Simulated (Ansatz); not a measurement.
# BeCd (hypothetical, Pm-3m): thermal expansion from first principles, part 2 of 3

How much does BeCd (hypothetical) expand with temperature? The crystal structure is hypothetical: it was made by swapping elements on a known structure type.

Ansatz 0.2.0; DFT PBE, scalar-relativistic, plane waves, PAW.

So far. Step 2 (A first coarse run): The start is under 7.3 GPa at this level and looks like a metal on this mesh. Step 4 (Tight relaxation): The residual pressure is -0.0018 GPa, small enough for phonons.

**6. The quasi-harmonic study, q-mesh 2×2×2**

Thermal expansion follows from how the free energy of the vibrations (and of the electrons in a metal) changes with strain, so the program makes strained cells, their phonons and a fit in one run.

input.yaml

```yaml
crystal:
  lattice:
    - [3.1074779521, 0.0, 0.0]
    - [0.0, 3.1074779521, 0.0]
    - [0.0, 0.0, 3.1074779521]
  atoms:
    - { symbol: Be, position: [0.0, 0.0, 0.0] }
    - { symbol: Cd, position: [0.5, 0.5, 0.5] }
kpoints:
  mp_grid: { grid: [16, 16, 16] }
hamiltonian:
  xc: pbe
scf:
  occupations: { method: methfessel_paxton, width: 0.15 }
output:
  eigenvalues: true
phonons:
  method: dfpt
  qmesh: [2, 2, 2]
  temperatures: { t_max: 800.0, t_step: 50 }
  thermal_expansion: {}
```

Command:

```bash
$ ansatz run input.yaml --threads 4 --pin off --max-ram 8192MiB --backend cpu --events-out ev --progress --plain --runs-dir out
```

Numbers of over 12 decimals in the logs are rounded to 6 here.

Output:

```text
The last accepted step is kept in <dir> (removed where the run ends without a failure and the disk answers)
Engine: ansatz 0.2.0, aarch64-unknown-linux-gnu
Pseudopotentials: kind: paw
Pseudopotential: Be, paw, valence charge 2, recommended cutoff 420 eV (normal), Be.paw.azcp
Pseudopotential: Cd, paw, valence charge 20, recommended cutoff 420 eV (normal), Cd.paw.azcp
Functional definition: PBE
  parameter kappa = 0.804
  parameter beta = 0.066725
  exchange = pbe_x(kappa = kappa, mu = beta*pi^2/3)
  correlation = pbe_c(beta = beta)
Crystal: 2 atoms, lattice volume = 30.007 Å³
Basis set: ecut = 487.2 eV, 739 PW (Γ), exchange–correlation on 48×48×48 points (8 copies of the dense FFT grid, shifted against one another)
Bands: 15, of which v1, the nominal top of the filled ones, is band 11 counted from 1 (10 counted from 0)
Symmetry: 48 space group operations
Space group: Pm-3m (ITA 221), of the structure as read, at distance tolerance 3.1e-5 Å
k-points: 165 of 4096
Non-local potential: Be, projectors of the file, l = 0: 2, l = 1: 2, l = 2: 1
Non-local potential: Cd, projectors of the file, l = 0: 3, l = 1: 2, l = 2: 2, l = 3: 1
PAW form: soft (Blöchl's): semilocal exchange-correlation on the pseudo side does not see the compensation charge
PAW one-centre angular grid: Be, 110 points (default); XC on 64 Gauss nodes
PAW one-centre angular grid: Cd, 590 points (default); XC on 64 Gauss nodes
Initial density: superposition of atomic densities (neutral atoms: chi_scale 0, normalization atom), corrected by the library's trained network
Initial wavefunctions: pseudopotential atomic-orbital guess
Functional: x = pbe(κ = 0.804, μ = 0.219515), c = pbe(β = 0.066725)
SCF iter   1: F=—  HF=-8346.154773 eV  |F-HF|=—  |Δ(HF+E_count)|=         —  Δρ=1.49e-3  dr2=8.45e-4  ethr=1.77e-3  ⟨swp⟩=5.0  Hψ=12493  notcnv=0
preconditioner: auto → none  [metal: Δε(μ)=0.019 eV  Ē_g=12.965 eV  σ=0.150 eV  W_gap=0.11  n_scr=6 (ndim 8)  ℏωp=25.4 eV  f_vac=0.000  D(μ)=0.85/eV (n_scr^D=6)  sad-step TF]
SCF iter   2: F=—  HF=-8346.154841 eV  |F-HF|=—  |Δ(HF+E_count)|=   6.81e-5  S|Δr|=    0.00e0  Δρ=9.59e-4  dr2=3.44e-4  ethr=3.84e-6  ⟨swp⟩=1.4  Hψ=3997  notcnv=0
SCF iter   3: F=—  HF=-8346.154804 eV  |F-HF|=—  |Δ(HF+E_count)|=   3.71e-5  S|Δr|=    0.00e0  Δρ=3.85e-4  dr2=4.76e-5  ethr=1.56e-6  ⟨swp⟩=2.4  Hψ=3215  notcnv=0
SCF iter   4: F=—  HF=-8346.154761 eV  |F-HF|=—  |Δ(HF+E_count)|=   4.36e-5  S|Δr|=    0.00e0  Δρ=7.03e-5  dr2=1.45e-6  ethr=2.16e-7  ⟨swp⟩=2.1  Hψ=3677  notcnv=0
SCF iter   5: F=—  HF=-8346.154753 eV  |F-HF|=—  |Δ(HF+E_count)|=   7.72e-6  S|Δr|=    0.00e0  Δρ=3.18e-5  dr2=6.00e-7  ethr=6.58e-9  ⟨swp⟩=2.6  Hψ=3868  notcnv=0
[...]
Free energy (F): -8346.154753 eV
Harris-Foulkes:  -8346.154753 eV  (|F-HF|=7.28e-12)
Internal energy: -8346.153995 eV  (E = F + TS)
E sigma→0 (E₀):  -8346.154563 eV
Entropy (-TS):   -0.000758 eV (-0.379 meV/atom)
Fermi energy:    13.500325 eV
--- Per-component energies (eV) ---
  E_band       = -413.944625
  E_kinetic    = 522.426454
  E_local      = -3333.864101  (includes V_loc(G=0)·N_el)
  E_nonlocal   = 35.279219
  E_hartree    = 1570.803154
  E_xc         = -196.405935
  E_vxc        = -242.467415  (∫ρ·V_xc dr)
  E_paw        = -4139.921899  (= ΣΔE_a)
  E_vpaw       = -536.925038  (= ΣTr[D̂ρ^β])
  E_aug_tail   = 0.000005  (compensation charges beyond the density's cutoff)
  E_ewald      = -2804.470893
  E_smearing   = -0.000758  (= −TS)
  E_closure    = -0.000000  (closes the sum)
  Σ components = -8346.154753   (vs F -8346.154753, Δ=0.00e0)
--- Forces (eV/Å), atoms counted from 1 ---
  atom   1  Be     0.00000000    -0.00000000    -0.00000000
  atom   2  Cd     0.00000000    -0.00000000    -0.00000000
  max |Σ_I F_I| component: 1.03e-28 eV/Å
--- Stress (GPa, compression-positive) ---
       -0.002965       0.000000       0.000000
        0.000000      -0.002965       0.000000
        0.000000       0.000000      -0.002965
  P = ⅓ Tr σ = -0.0030 GPa (-0.030 kbar)
--- Band table (eV; the first three rows and the last of 165) ---
  k-point 0: bands = [... 7 lower, 4.2290, 4.2290, 4.2290, 16.0252, 16.0252, 16.0252, 21.9862, 21.9862]
  k-point 1: bands = [... 7 lower, 4.2125, 4.2125, 4.2304, 15.6031, 16.1031, 16.1031, 21.9987, 22.1132]
  k-point 2: bands = [... 7 lower, 4.1659, 4.1659, 4.2345, 14.6041, 16.3328, 16.3328, 22.0355, 22.1514]
  k-point 164: bands = [... 7 lower, 4.6314, 4.6314, 14.8942, 14.8942, 14.8942, 15.0907, 15.0907, 15.0907]
── thermal expansion: 3 new cells, 3 in all ──
thermal expansion: relaxation of cell 2
thermal expansion: relaxation of cell 3
── thermal expansion: 2 new cells, 5 in all ──
thermal expansion: relaxation of cell 4
thermal expansion: lower-state search of cell 4
thermal expansion: electrons of cell 4
thermal expansion: phonons of cell 4
WARN: thermal expansion: vibrations_at_or_below_zero in the phonons of 1 cell: 4
this run last wrote the structure of step 1 to <dir>
--- Relaxed structure (1 steps of the walk, 1 accepted, 0 SCFs on fresh bases) ---
  F+E_penalty+E_count = -8346.15475279 eV   max|allowed force component| = 5.149e-29 eV/Å
  atoms:
    - { symbol: Be, position: [0.0, 0.0, 0.0] }
    - { symbol: Cd, position: [0.5, 0.5, 0.5] }
--- Thermal expansion: 5 cells in 2 rounds, 0 GPa ---
  no lower state was reached at cell 4; its state was not examined: fill_not_monotonic
  not told: vibrations stand at or below zero in cell 4 (0.750 modes a cell, the lowest at -136.9 cm⁻¹): the crystal is at no minimum there, or its k-points are too few: type the crystal that it becomes, another pressure, or a denser kpoints.mp_grid, in a new run
  vibrations_at_or_below_zero in the phonons of 1 cell: 4
Error: vibrations stand at or below zero in cell 4 (0.750 modes a cell, the lowest at -136.9 cm⁻¹): the crystal is at no minimum there, or its k-points are too few: type the crystal that it becomes, another pressure, or a denser kpoints.mp_grid, in a new run
[key lines of the parts left out:]
SCF converged after 8 iterations
```

Run time: 81 s. Hardware: 4 threads of Arm Neoverse V2, shared host; peak memory 1.2 GiB.

The run ended with an error.

The program's message: “vibrations stand at or below zero in cell 4 (0.750 modes a cell, the lowest at -136.9 cm⁻¹): the crystal is at no minimum there, or its k-points are too few: type the crystal that it becomes, another …”

**7. The quasi-harmonic study, q-mesh 4×4×4**

Thermal expansion follows from how the free energy of the vibrations (and of the electrons in a metal) changes with strain, so the program makes strained cells, their phonons and a fit in one run.

input.yaml: that of step 6 with these lines changed.

```diff
@@ -18,3 +18,3 @@
   method: dfpt
-  qmesh: [2, 2, 2]
+  qmesh: [4, 4, 4]
   temperatures: { t_max: 800.0, t_step: 50 }
```

Output:

```text
The last accepted step is kept in <dir> (removed where the run ends without a failure and the disk answers)
Engine: ansatz 0.2.0, aarch64-unknown-linux-gnu
Pseudopotentials: kind: paw
Pseudopotential: Be, paw, valence charge 2, recommended cutoff 420 eV (normal), Be.paw.azcp
Pseudopotential: Cd, paw, valence charge 20, recommended cutoff 420 eV (normal), Cd.paw.azcp
Functional definition: PBE
  parameter kappa = 0.804
  parameter beta = 0.066725
  exchange = pbe_x(kappa = kappa, mu = beta*pi^2/3)
  correlation = pbe_c(beta = beta)
Crystal: 2 atoms, lattice volume = 30.007 Å³
Basis set: ecut = 487.2 eV, 739 PW (Γ), exchange–correlation on 48×48×48 points (8 copies of the dense FFT grid, shifted against one another)
Bands: 15, of which v1, the nominal top of the filled ones, is band 11 counted from 1 (10 counted from 0)
Symmetry: 48 space group operations
Space group: Pm-3m (ITA 221), of the structure as read, at distance tolerance 3.1e-5 Å
k-points: 165 of 4096
Non-local potential: Be, projectors of the file, l = 0: 2, l = 1: 2, l = 2: 1
Non-local potential: Cd, projectors of the file, l = 0: 3, l = 1: 2, l = 2: 2, l = 3: 1
PAW form: soft (Blöchl's): semilocal exchange-correlation on the pseudo side does not see the compensation charge
PAW one-centre angular grid: Be, 110 points (default); XC on 64 Gauss nodes
PAW one-centre angular grid: Cd, 590 points (default); XC on 64 Gauss nodes
Initial density: superposition of atomic densities (neutral atoms: chi_scale 0, normalization atom), corrected by the library's trained network
Initial wavefunctions: pseudopotential atomic-orbital guess
Functional: x = pbe(κ = 0.804, μ = 0.219515), c = pbe(β = 0.066725)
SCF iter   1: F=—  HF=-8346.154773 eV  |F-HF|=—  |Δ(HF+E_count)|=         —  Δρ=1.49e-3  dr2=8.45e-4  ethr=1.77e-3  ⟨swp⟩=5.0  Hψ=12493  notcnv=0
preconditioner: auto → none  [metal: Δε(μ)=0.019 eV  Ē_g=12.965 eV  σ=0.150 eV  W_gap=0.11  n_scr=6 (ndim 8)  ℏωp=25.4 eV  f_vac=0.000  D(μ)=0.85/eV (n_scr^D=6)  sad-step TF]
SCF iter   2: F=—  HF=-8346.154841 eV  |F-HF|=—  |Δ(HF+E_count)|=   6.81e-5  S|Δr|=    0.00e0  Δρ=9.59e-4  dr2=3.44e-4  ethr=3.84e-6  ⟨swp⟩=1.4  Hψ=3997  notcnv=0
SCF iter   3: F=—  HF=-8346.154804 eV  |F-HF|=—  |Δ(HF+E_count)|=   3.71e-5  S|Δr|=    0.00e0  Δρ=3.85e-4  dr2=4.76e-5  ethr=1.56e-6  ⟨swp⟩=2.4  Hψ=3215  notcnv=0
SCF iter   4: F=—  HF=-8346.154761 eV  |F-HF|=—  |Δ(HF+E_count)|=   4.36e-5  S|Δr|=    0.00e0  Δρ=7.03e-5  dr2=1.45e-6  ethr=2.16e-7  ⟨swp⟩=2.1  Hψ=3677  notcnv=0
SCF iter   5: F=—  HF=-8346.154753 eV  |F-HF|=—  |Δ(HF+E_count)|=   7.72e-6  S|Δr|=    0.00e0  Δρ=3.18e-5  dr2=6.00e-7  ethr=6.58e-9  ⟨swp⟩=2.6  Hψ=3868  notcnv=0
[...]
Free energy (F): -8346.154753 eV
Harris-Foulkes:  -8346.154753 eV  (|F-HF|=7.28e-12)
Internal energy: -8346.153995 eV  (E = F + TS)
E sigma→0 (E₀):  -8346.154563 eV
Entropy (-TS):   -0.000758 eV (-0.379 meV/atom)
Fermi energy:    13.500325 eV
--- Per-component energies (eV) ---
  E_band       = -413.944625
  E_kinetic    = 522.426454
  E_local      = -3333.864101  (includes V_loc(G=0)·N_el)
  E_nonlocal   = 35.279219
  E_hartree    = 1570.803154
  E_xc         = -196.405935
  E_vxc        = -242.467415  (∫ρ·V_xc dr)
  E_paw        = -4139.921899  (= ΣΔE_a)
  E_vpaw       = -536.925038  (= ΣTr[D̂ρ^β])
  E_aug_tail   = 0.000005  (compensation charges beyond the density's cutoff)
  E_ewald      = -2804.470893
  E_smearing   = -0.000758  (= −TS)
  E_closure    = -0.000000  (closes the sum)
  Σ components = -8346.154753   (vs F -8346.154753, Δ=0.00e0)
--- Forces (eV/Å), atoms counted from 1 ---
  atom   1  Be     0.00000000    -0.00000000    -0.00000000
  atom   2  Cd     0.00000000    -0.00000000    -0.00000000
  max |Σ_I F_I| component: 1.03e-28 eV/Å
--- Stress (GPa, compression-positive) ---
       -0.002965       0.000000       0.000000
        0.000000      -0.002965       0.000000
        0.000000       0.000000      -0.002965
  P = ⅓ Tr σ = -0.0030 GPa (-0.030 kbar)
--- Band table (eV; the first three rows and the last of 165) ---
  k-point 0: bands = [... 7 lower, 4.2290, 4.2290, 4.2290, 16.0252, 16.0252, 16.0252, 21.9862, 21.9862]
  k-point 1: bands = [... 7 lower, 4.2125, 4.2125, 4.2304, 15.6031, 16.1031, 16.1031, 21.9987, 22.1132]
  k-point 2: bands = [... 7 lower, 4.1659, 4.1659, 4.2345, 14.6041, 16.3328, 16.3328, 22.0355, 22.1514]
  k-point 164: bands = [... 7 lower, 4.6314, 4.6314, 14.8942, 14.8942, 14.8942, 15.0907, 15.0907, 15.0907]
── thermal expansion: 3 new cells, 3 in all ──
thermal expansion: relaxation of cell 2
thermal expansion: relaxation of cell 3
── thermal expansion: 2 new cells, 5 in all ──
thermal expansion: relaxation of cell 4
thermal expansion: lower-state search of cell 4
thermal expansion: electrons of cell 4
thermal expansion: phonons of cell 4
WARN: thermal expansion: vibrations_at_or_below_zero in the phonons of 1 cell: 4
this run last wrote the structure of step 1 to <dir>
--- Relaxed structure (1 steps of the walk, 1 accepted, 0 SCFs on fresh bases) ---
  F+E_penalty+E_count = -8346.15475279 eV   max|allowed force component| = 5.149e-29 eV/Å
  atoms:
    - { symbol: Be, position: [0.0, 0.0, 0.0] }
    - { symbol: Cd, position: [0.5, 0.5, 0.5] }
--- Thermal expansion: 5 cells in 2 rounds, 0 GPa ---
  no lower state was reached at cell 4; its state was not examined: fill_not_monotonic
  not told: vibrations stand at or below zero in cell 4 (0.906 modes a cell, the lowest at -136.9 cm⁻¹): the crystal is at no minimum there, or its k-points are too few: type the crystal that it becomes, another pressure, or a denser kpoints.mp_grid, in a new run
  vibrations_at_or_below_zero in the phonons of 1 cell: 4
Error: vibrations stand at or below zero in cell 4 (0.906 modes a cell, the lowest at -136.9 cm⁻¹): the crystal is at no minimum there, or its k-points are too few: type the crystal that it becomes, another pressure, or a denser kpoints.mp_grid, in a new run
[key lines of the parts left out:]
SCF converged after 8 iterations
```

The job ended after 8.1 min (4 threads; peak memory 2.8 GiB).

The run ended with an error.

The program's message: “vibrations stand at or below zero in cell 4 (0.906 modes a cell, the lowest at -136.9 cm⁻¹): the crystal is at no minimum there, or its k-points are too few: type the crystal that it becomes, another …”

(Part 2 of 3 ends here.)

[Logs are printed without paths, hosts, clocks, repeated set-up lines and the standing remarks that a program may print on its own settings, such as how far it seeks lower states.]

[Hosts, paths, dates, database ids (printed as entryN), source tags and the programs' standing remarks are cut or masked in the printed files.]

[A step with changed settings may run another functional than the one named; its input shows which.]
